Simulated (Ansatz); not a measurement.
# TaN (Fm-3m) under uniaxial strain along [001]

Wanted: the shifts of the zone-centre modes of TaN (Fm-3m) with strain.

Program: Ansatz 0.2.0. Level of theory: DFT PBEsol, scalar-relativistic, plane waves, PAW; PAW set soft_1. Results are calculated unless marked as measured.

## Step 1: Starting point

It takes space group Fm-3m (No. 225, cubic). The conventional cell has a = 4.358 Å, b = 4.358 Å, c = 4.358 Å, α = 90.00°, β = 90.00°, γ = 90.00°. N has 6 Ta at 2.18 Å nearest. Nearest to Ta lie 6 N at 2.18 Å. Farther neighbours and most contacts between anions are not listed.

Coordinates:

```
N Ta
1.0
     0.00000    2.17900    2.17900
     2.17900    0.00000    2.17900
     2.17900    2.17900    0.00000
N Ta
1 1
Direct
  0.00000 0.00000 0.00000
  0.50000 0.50000 0.50000
```

## Step 2: Bringing the structure to rest

Harmonic phonons are second derivatives at a point where the forces vanish, and they are wanted at zero stress, so atoms and cell are relaxed first.

input.yaml reads:

```yaml
crystal:
  lattice:
    - [0.0, 2.179, 2.179]
    - [2.179, 0.0, 2.179]
    - [2.179, 2.179, 0.0]
  atoms:
    - { symbol: "N", position: [0.0, 0.0, 0.0] }
    - { symbol: Ta, position: [0.5, 0.5, 0.5] }
kpoints:
  mp_grid: { grid: [16, 16, 16] }
hamiltonian:
  xc: pbesol
  pseudopotentials: { kind: paw, azcp: { folder: soft_1 }, xc_functional: pbe }
scf:
  occupations: { method: gaussian, width: 0.1 }
output:
  forces: true
  stress: true
  eigenvalues: true
relax:
  adjacent_minimum: "off"
  f_tol: 0.005
  max_steps: 80
  cell: { stress_tol: 0.05 }
```

Launch:

```console
$ ansatz run input.yaml --threads 4 --pin off --max-ram 10240MiB --backend cpu --events-out ev --progress --plain --runs-dir out
```

Numbers of over 12 decimals in the logs are rounded to 6 here.

What it wrote:

```text
Engine: ansatz 0.2.0, aarch64-unknown-linux-gnu
Pseudopotentials: kind: paw
Pseudopotential: N, paw, valence charge 5, recommended cutoff 420 eV (normal), soft_1/N.paw.azcp
Pseudopotential: Ta, paw, valence charge 13, recommended cutoff 420 eV (normal), soft_1/Ta.paw.azcp
Functional definition: PBEsol
  exchange = pbesol_x
  correlation = pbesol_c
Crystal: 2 atoms, lattice volume = 20.692 Å³
Basis set: ecut = 420 eV, 411 PW (Γ), exchange–correlation on 48×48×48 points (8 copies of the dense FFT grid, shifted against one another)
Bands: 13, of which v1, the nominal top of the filled ones, is band 9 counted from 1 (8 counted from 0)
Symmetry: 48 space group operations
Space group: Fm-3m (ITA 225), of the structure as read, at distance tolerance 2.7e-5 Å
k-points: 145 of 4096
Non-local potential: N, projectors of the file, l = 0: 2, l = 1: 2, l = 2: 1
Non-local potential: Ta, projectors of the file, l = 0: 3, l = 1: 2, l = 2: 2, l = 3: 1
PAW form: soft (Blöchl's): semilocal exchange-correlation on the pseudo side does not see the compensation charge
PAW frozen core: N, regenerated for the run's functional, and the local potential with it (the file was generated under x = pbe(κ = 0.804, μ = 0.219515), c = pbe(β = 0.066725))
PAW frozen core: Ta, regenerated for the run's functional, and the local potential with it (the file was generated under x = pbe(κ = 0.804, μ = 0.219515), c = pbe(β = 0.066725))
PAW one-centre angular grid: N, 110 points (default); XC on 64 Gauss nodes
PAW one-centre angular grid: Ta, 590 points (default); XC on 64 Gauss nodes
Initial density: superposition of atomic densities (chi_scale 0.1, normalization cell, long waves kept (reshape's long-wave potential 0.00 eV rms))
Initial wavefunctions: pseudopotential atomic-orbital guess
Functional: x = pbesol(κ = 0.804, μ = 0.123457), c = pbesol(β = 0.046)
SCF iter   1: F=—  HF=-10188.073481 eV  |F-HF|=—  |Δ(HF+E_count)|=         —  Δρ=4.94e-2  dr2=5.00e-1  ethr=3.10e-3  ⟨swp⟩=5.1  Hψ=19793  notcnv=0
automatic band count: the SCF goes on with 17 bands, as 13 were too few: the levels above may hold too much charge
preconditioner: auto → none  [metal: Δε(μ)=0.012 eV  Ē_g=16.147 eV  σ=0.100 eV  W_gap=0.07  n_scr=8 (ndim 8)  ℏωp=25.8 eV  f_vac=0.000  D(μ)=1.01/eV (n_scr^D=14)  sad-step TF]
SCF iter   2: F=—  HF=-10188.044158 eV  |F-HF|=—  |Δ(HF+E_count)|=   2.93e-2  Δρ=3.53e-2  dr2=2.91e-1  ethr=2.78e-3  ⟨swp⟩=1.0  Hψ=3625  notcnv=0  defer=4
SCF iter   3: F=—  HF=-10187.978346 eV  |F-HF|=—  |Δ(HF+E_count)|=   6.58e-2  Δρ=3.03e-3  dr2=4.07e-4  ethr=1.61e-3  ⟨swp⟩=2.4  Hψ=3333  notcnv=0  defer=26
SCF iter   4: F=—  HF=-10187.978732 eV  |F-HF|=—  |Δ(HF+E_count)|=   3.86e-4  Δρ=5.72e-4  dr2=8.14e-5  ethr=2.26e-6  ⟨swp⟩=2.6  Hψ=4430  notcnv=0  defer=267
SCF iter   5: F=—  HF=-10187.978716 eV  |F-HF|=—  |Δ(HF+E_count)|=   1.61e-5  Δρ=4.25e-5  dr2=2.37e-7  ethr=4.52e-7  ⟨swp⟩=2.1  Hψ=2617  notcnv=0  defer=286
SCF iter   6: F=-10187.978716 eV  HF=-10187.978716 eV  |F-HF|=3.65e-9  |Δ(HF+E_count)|=   8.23e-8  Δρ=5.57e-6  dr2=4.77e-9  ethr=5.56e-10  ⟨swp⟩=8.2  Hψ=11347  notcnv=0
SCF 1 converged in 6 iterations: F = -10187.978716 eV  dr2 = 4.77e-9
  greatest PAW one-centre occupation: 0.999 electrons in one spin orbital (limit 2), on the Ta atom at site 1 (counted from 0), in its partial waves of l = 0
relax step   1: F+E_penalty+E_count = -10187.97871593 eV  Δ(F+E_penalty+E_count) = +0.000e0 eV  max|allowed force component| = 1.712e-29 eV/Å  Δτ_max = 0.0000 Å  P = +4.236 GPa  Ω = 20.692 Å³  (6 SCF iters, dr2 threshold 1.00e-7 eV, accepted)
Crystal: 2 atoms, lattice volume = 21.021 Å³
Bands: 17, of which v1, the nominal top of the filled ones, is band 9 counted from 1 (8 counted from 0)
Initial density: handed on by an earlier stage of this run
Initial wavefunctions: those handed on with the density
iter 1 solved again at ethr=8.97e-6 eV; its pass at ethr=3.10e-3 eV (dr2=1.61e-3 eV) is discarded
SCF iter   1: F=—  HF=-10187.981179 eV  |F-HF|=—  |Δ(HF+E_count)|=         —  Δρ=2.69e-3  dr2=1.54e-3  ethr=8.97e-6  ⟨swp⟩=1.0  Hψ=12270  notcnv=0
preconditioner: auto → none  [metal: Δε(μ)=0.013 eV  Ē_g=15.670 eV  σ=0.100 eV  W_gap=0.07  n_scr=8 (ndim 8)  ℏωp=25.6 eV  f_vac=0.000  D(μ)=1.13/eV (n_scr^D=14)]
SCF iter   2: F=—  HF=-10187.980846 eV  |F-HF|=—  |Δ(HF+E_count)|=   3.33e-4  Δρ=1.07e-3  dr2=2.79e-4  ethr=8.55e-6  ⟨swp⟩=1.0  Hψ=2465  notcnv=0
SCF iter   3: F=—  HF=-10187.980774 eV  |F-HF|=—  |Δ(HF+E_count)|=   7.20e-5  Δρ=1.23e-4  dr2=2.58e-6  ethr=1.55e-6  ⟨swp⟩=1.2  Hψ=2536  notcnv=0
SCF iter   4: F=—  HF=-10187.980776 eV  |F-HF|=—  |Δ(HF+E_count)|=   2.42e-6  Δρ=1.64e-5  dr2=4.75e-8  ethr=1.43e-8  ⟨swp⟩=1.1  Hψ=2511  notcnv=0
iter 5 did not close the SCF: its close was put off for the readings that it lacked (scf_convergence_deferred on its scf_iter line)
SCF iter   5: F=-10187.980776 eV  HF=-10187.980776 eV  |F-HF|=2.31e-10  |Δ(HF+E_count)|=   3.84e-9  Δρ=1.87e-6  dr2=4.67e-10  ethr=2.64e-10  ⟨swp⟩=2.2  Hψ=3013  notcnv=0
SCF iter   6: F=-10187.980776 eV  HF=-10187.980776 eV  |F-HF|=0.00e0  |Δ(HF+E_count)|=  5.46e-12  Δρ=2.42e-7  dr2=8.85e-12  ethr=2.60e-12  ⟨swp⟩=1.2  Hψ=6286  notcnv=0
SCF 2 converged in 6 iterations: F = -10187.980776 eV  dr2 = 8.85e-12
relax step   2: F+E_penalty+E_count = -10187.98077632 eV  Δ(F+E_penalty+E_count) = -2.060e-3 eV  max|allowed force component| = 1.111e-29 eV/Å  Δτ_max = 0.0000 Å  P = -1.541 GPa  Ω = 21.021 Å³  energy of the carried Pulay correction = -6.216e-4 eV  (6 SCF iters, dr2 threshold 2.00e-7 eV, accepted)
Crystal: 2 atoms, lattice volume = 20.932 Å³
iter 1 solved again at ethr=6.14e-7 eV; its pass at ethr=3.10e-3 eV (dr2=1.11e-4 eV) is discarded
SCF iter   1: F=—  HF=-10187.981409 eV  |F-HF|=—  |Δ(HF+E_count)|=         —  Δρ=7.09e-4  dr2=1.06e-4  ethr=6.14e-7  ⟨swp⟩=1.0  Hψ=11400  notcnv=0
preconditioner: auto → none  [metal: Δε(μ)=0.016 eV  Ē_g=15.739 eV  σ=0.100 eV  W_gap=0.09  n_scr=8 (ndim 8)  ℏωp=25.7 eV  f_vac=0.000  D(μ)=1.13/eV (n_scr^D=14)]
SCF iter   2: F=—  HF=-10187.981384 eV  |F-HF|=—  |Δ(HF+E_count)|=   2.46e-5  Δρ=2.80e-4  dr2=1.91e-5  ethr=5.90e-7  ⟨swp⟩=1.0  Hψ=2465  notcnv=0
iter 3 did not close the SCF: its close was put off for the readings that it lacked (scf_convergence_deferred on its scf_iter line)
SCF iter   3: F=-10187.981379 eV  HF=-10187.981379 eV  |F-HF|=1.08e-7  |Δ(HF+E_count)|=   4.88e-6  Δρ=3.24e-5  dr2=1.79e-7  ethr=1.06e-7  ⟨swp⟩=1.2  Hψ=2544  notcnv=0
iter 4 did not close the SCF: its close was put off for the readings that it lacked (scf_convergence_deferred on its scf_iter line)
SCF iter   4: F=-10187.981379 eV  HF=-10187.981379 eV  |F-HF|=1.88e-9  |Δ(HF+E_count)|=   4.59e-8  Δρ=4.29e-6  dr2=3.18e-9  ethr=9.95e-10  ⟨swp⟩=1.1  Hψ=2508  notcnv=0
iter 5 did not close the SCF: its close was put off for the readings that it lacked (scf_convergence_deferred on its scf_iter line)
SCF iter   5: F=-10187.981379 eV  HF=-10187.981379 eV  |F-HF|=1.82e-11  |Δ(HF+E_count)|=  2.58e-10  Δρ=4.91e-7  dr2=3.22e-11  ethr=1.76e-11  ⟨swp⟩=2.3  Hψ=3059  notcnv=0
SCF iter   6: F=-10187.981379 eV  HF=-10187.981379 eV  |F-HF|=3.64e-12  |Δ(HF+E_count)|=  1.82e-12  Δρ=6.47e-8  dr2=6.29e-13  ethr=1.00e-12  ⟨swp⟩=1.0  Hψ=5510  notcnv=0
SCF 3 converged in 6 iterations: F = -10187.981379 eV  dr2 = 6.29e-13
relax step   3: F+E_penalty+E_count = -10187.98137930 eV  Δ(F+E_penalty+E_count) = -6.030e-4 eV  max|allowed force component| = 4.391e-29 eV/Å  Δτ_max = 0.0000 Å  P = -0.030 GPa  Ω = 20.932 Å³  energy of the carried Pulay correction = -4.549e-4 eV  (6 SCF iters, dr2 threshold 2.00e-7 eV, accepted)
Initial wavefunctions: pseudopotential atomic-orbital guess (no wavefunctions were taken with the density)
iter 1 solved again at ethr=2.37e-8 eV; its pass at ethr=3.10e-3 eV (dr2=4.27e-6 eV) is discarded
SCF iter   1: F=—  HF=-10187.981854 eV  |F-HF|=—  |Δ(HF+E_count)|=         —  Δρ=5.33e-5  dr2=8.75e-8  ethr=2.37e-8  ⟨swp⟩=3.0  Hψ=17273  notcnv=0
preconditioner: auto → none  [metal: Δε(μ)=0.015 eV  Ē_g=15.736 eV  σ=0.100 eV  W_gap=0.09  n_scr=8 (ndim 8)  ℏωp=25.7 eV  f_vac=0.000  D(μ)=1.12/eV (n_scr^D=14)]
SCF iter   2: F=—  HF=-10187.981853 eV  |F-HF|=—  |Δ(HF+E_count)|=   5.38e-7  Δρ=2.54e-5  dr2=1.60e-8  ethr=4.86e-10  ⟨swp⟩=2.1  Hψ=3241  notcnv=0
SCF iter   3: F=—  HF=-10187.981853 eV  |F-HF|=—  |Δ(HF+E_count)|=   2.00e-8  Δρ=2.20e-6  dr2=1.87e-10  ethr=8.92e-11  ⟨swp⟩=2.0  Hψ=3066  notcnv=0
iter 4 did not close the SCF: its close was put off for the readings that it lacked (scf_convergence_deferred on its scf_iter line)
SCF iter   4: F=-10187.981853 eV  HF=-10187.981853 eV  |F-HF|=1.82e-12  |Δ(HF+E_count)|=  2.00e-10  Δρ=8.79e-8  dr2=1.02e-12  ethr=1.04e-12  ⟨swp⟩=2.0  Hψ=3749  notcnv=0
iter 5 did not close the SCF: its close was put off for the readings that it lacked (scf_convergence_deferred on its scf_iter line)
SCF iter   5: F=-10187.981853 eV  HF=-10187.981853 eV  |F-HF|=3.64e-12  |Δ(HF+E_count)|=    0.00e0  Δρ=2.18e-8  dr2=4.34e-14  ethr=1.00e-12  ⟨swp⟩=1.0  Hψ=2465  notcnv=0
iter 6 did not close the SCF: its close was put off for the readings that it lacked (scf_convergence_deferred on its scf_iter line)
SCF iter   6: F=-10187.981853 eV  HF=-10187.981853 eV  |F-HF|=0.00e0  |Δ(HF+E_count)|=  1.82e-12  Δρ=1.89e-9  dr2=6.23e-16  ethr=1.00e-12  ⟨swp⟩=1.0  Hψ=2465  notcnv=0
iter 7 did not close the SCF: its close was put off for the readings that it lacked (scf_convergence_deferred on its scf_iter line)
SCF iter   7: F=-10187.981853 eV  HF=-10187.981853 eV  |F-HF|=5.46e-12  |Δ(HF+E_count)|=  1.82e-12  Δρ=2.64e-10  dr2=5.42e-18  ethr=1.00e-12  ⟨swp⟩=1.0  Hψ=2465  notcnv=0
SCF iter   8: F=-10187.981853 eV  HF=-10187.981853 eV  |F-HF|=5.46e-12  |Δ(HF+E_count)|=    0.00e0  Δρ=5.52e-11  dr2=6.52e-19  ethr=1.00e-12  ⟨swp⟩=1.1  Hψ=5519  notcnv=0
SCF 4 converged in 8 iterations: F = -10187.981853 eV  dr2 = 6.52e-19
relax step   4: F+E_penalty+E_count = -10187.98185303 eV  Δ(F+E_penalty+E_count) = -4.737e-4 eV  max|allowed force component| = 4.102e-29 eV/Å  Δτ_max = 0.0000 Å  P = +0.008 GPa  Ω = 20.932 Å³  stress off target by 8.24e-3 GPa  SCF on the basis re-selected at this cell (its energy is not comparable with the rows above)  (8 SCF iters)
basis re-selected at this cell: Δ(F+E_penalty+E_count) = -4.737e-4 eV, ΔP = +0.038 GPa vs the last step (what re-selecting the basis moved, of the pressure what is left beyond the Pulay correction that the steps carried, after the strain that the cell walked since its last selection, with what the two solves' SCF thresholds leave and, on support functions, any second-order correction that the steps lacked; it is no m [...]
SCF converged after 8 iterations
Free energy (F): -10187.981853 eV
Harris-Foulkes:  -10187.981853 eV  (|F-HF|=5.46e-12)
Internal energy: -10187.976229 eV  (E = F + TS)
E sigma→0 (E₀):  -10187.979041 eV
Entropy (-TS):   -0.005624 eV (-2.812 meV/atom)
Fermi energy:    21.773636 eV
--- Per-component energies (eV) ---
  E_band       = -42.609839
  E_kinetic    = 525.707574
  E_local      = -559.869511  (includes V_loc(G=0)·N_el)
  E_nonlocal   = 26.490578
  E_hartree    = 200.550699
  E_xc         = -379.388000
  E_vxc        = -310.726173  (∫ρ·V_xc dr)
  E_paw        = -8304.726671  (= ΣΔE_a)
  E_vpaw       = -125.314594  (= ΣTr[D̂ρ^β])
  E_aug_tail   = 0.000890  (compensation charges beyond the density's cutoff)
  E_ewald      = -1696.983598
  E_core_change = 0.241812  (= ΣΔE_core)
  E_smearing   = -0.005624  (= −TS)
  E_closure    = 0.000000  (closes the sum)
  Σ components = -10187.981853   (vs F -10187.981853, Δ=0.00e0)
--- Forces (eV/Å), atoms counted from 1 ---
  atom   1  N     -0.00000000     0.00000000    -0.00000000
  atom   2  Ta     0.00000000    -0.00000000     0.00000000
  max |Σ_I F_I| component: 6.94e-29 eV/Å
--- Stress (GPa, compression-positive) ---
        0.008238      -0.000000      -0.000000
       -0.000000       0.008238      -0.000000
       -0.000000      -0.000000       0.008238
  P = ⅓ Tr σ = 0.0082 GPa (0.082 kbar)
--- Band table (eV; the first three rows and the last of 145) ---
  k-point 0: bands = [... 5 lower, 17.9266, 17.9266, 17.9266, 19.6248, 19.6248, 19.6248, 21.8338, 21.8338, ... 4 higher]
  k-point 1: bands = [... 5 lower, 17.4075, 17.5759, 17.5759, 19.7867, 19.7867, 19.8588, 22.2368, 22.2368, ... 4 higher]
  k-point 2: bands = [... 5 lower, 16.3580, 16.8532, 16.8532, 20.1626, 20.1626, 20.2033, 23.2145, 23.2145, ... 4 higher]
  k-point 144: bands = [... 5 lower, 14.2218, 14.9458, 14.9458, 21.5924, 21.5924, 25.4774, 26.0133, 26.4137, ... 4 higher]
--- Relaxed structure (3 steps of the walk, 3 accepted, 1 SCFs on fresh bases) ---
  F+E_penalty+E_count = -10187.98185303 eV   max|allowed force component| = 4.102e-29 eV/Å   (the final SCF, on the basis selected at the relaxed cell)
  cell:  # Å, volume = 20.9320 Å³
    - [0, 2.187394, 2.187394]
    - [2.187394, 0, 2.187394]
    - [2.187394, 2.187394, 0]
  atoms:
    - { symbol: N, position: [0, 0, 0] }
    - { symbol: Ta, position: [0.500000, 0.500000, 0.500000] }
```

Run time: 3.2 s. Hardware: 4 threads of Arm Neoverse V2, shared host; peak memory 0.38 GiB; 11 s of CPU time.

The steps of the relaxation:

| step | energy less that of the first step (eV) | largest force component (eV/Å) | pressure (GPa) | volume (Å³) |
| --- | --- | --- | --- | --- |
| 1 | 0.0000 | 0.0000 | 4.24 | 20.69 |
| 2 | -0.0021 | 0.0000 | -1.54 | 21.02 |
| 3 | -0.0027 | 0.0000 | -0.03 | 20.93 |
| 4* | -0.0031 | 0.0000 | 0.01 | 20.93 |

Relaxation steps marked * repeat the geometry before them on a plane-wave basis chosen anew for their cell, so energy and pressure can jump there.

The run keeps the 48 symmetry operations that it works with, so distortions that break them were not tested.

| conventional cell, symmetrised | before | after | change |
| --- | --- | --- | --- |
| a (Å) | 4.358 | 4.375 | +0.4 % |
| b (Å) | 4.358 | 4.375 | +0.4 % |
| c (Å) | 4.358 | 4.375 | +0.4 % |
| volume (Å³/atom) | 10.35 | 10.47 | +1.2 % |

The relaxed structure:

```
N Ta
1.0
     0.00000    2.18739    2.18739
     2.18739    0.00000    2.18739
     2.18739    2.18739    0.00000
N Ta
1 1
Direct
  0.00000 0.00000 0.00000
  0.50000 0.50000 0.50000
```

This step gave:

```
pressure          : 0.008238 GPa
volume per atom   : 10.47 Å³
gap on the k-mesh : 0 eV
```

In this step the volume went from 10.35 to 10.47 Å³/atom.

## Step 3: Tight relaxation

Phonons need small forces and stress, so the relaxation is finished with tight tolerances on 16×16×16 k points.

input.yaml, the sections that differ from step 2:

```yaml
crystal:
  lattice:
    - [0.0, 2.1873937246, 2.1873937246]
    - [2.1873937246, 0.0, 2.1873937246]
    - [2.1873937246, 2.1873937246, 0.0]
  atoms:
    - { symbol: "N", position: [0.0, 0.0, 0.0] }
    - { symbol: Ta, position: [0.5, 0.5, 0.5] }
scf:
  occupations: { method: methfessel_paxton, width: 0.2 }
relax:
  adjacent_minimum: "off"
  f_tol: 0.001
  max_steps: 60
  cell: { stress_tol: 0.01 }
# kpoints, hamiltonian, output: as in step 2
```

What it wrote:

```text
[...]
Crystal: 2 atoms, lattice volume = 20.932 Å³
Basis set: ecut = 420 eV, 411 PW (Γ), exchange–correlation on 48×48×48 points (8 copies of the dense FFT grid, shifted against one another)
Bands: 13, of which v1, the nominal top of the filled ones, is band 9 counted from 1 (8 counted from 0)
Symmetry: 48 space group operations
[...]
k-points: 145 of 4096
[...]
k-point 144: bands = [... 5 lower, 14.2220, 14.9459, 14.9459, 21.5923, 21.5923, 25.4771, 26.0131, 26.4135, ... 4 higher]
--- Relaxed structure (1 steps of the walk, 1 accepted, 1 SCFs on fresh bases) ---
[...]
cell:  # Å, volume = 20.9320 Å³
    - [0.0, 2.1873937246, 2.1873937246]
    - [2.1873937246, 0.0, 2.1873937246]
    - [2.1873937246, 2.1873937246, 0.0]
  atoms:
    - { symbol: N, position: [0.0, 0.0, 0.0] }
    - { symbol: Ta, position: [0.5, 0.5, 0.5] }
[key lines of the parts left out:]
SCF converged after 4 iterations
Free energy (F): -10187.980118 eV
Fermi energy:    21.773464 eV
P = ⅓ Tr σ = -0.0029 GPa (-0.029 kbar)
```

Run time: 1.8 s. Hardware: 4 threads; peak memory 0.34 GiB.

Little changed from the start: no atom moved by 0.005 Å and no cell edge by 0.1 %.

This step gave:

| Property | Result |
| --- | --- |
| pressure | -0.002937 GPa |

The forces vanish by symmetry and the pressure is -0.003 GPa, within the tolerances set. The cell now holds 10.47 Å³/atom.

(Continued in part 2 of 2.)

[Logs are printed without paths, hosts, clocks, repeated set-up lines and the standing remarks that a program may print on its own settings, such as how far it seeks lower states.]

[Hosts, paths, dates, database ids (printed as entryN), source tags and the programs' standing remarks are cut or masked in the printed files.]
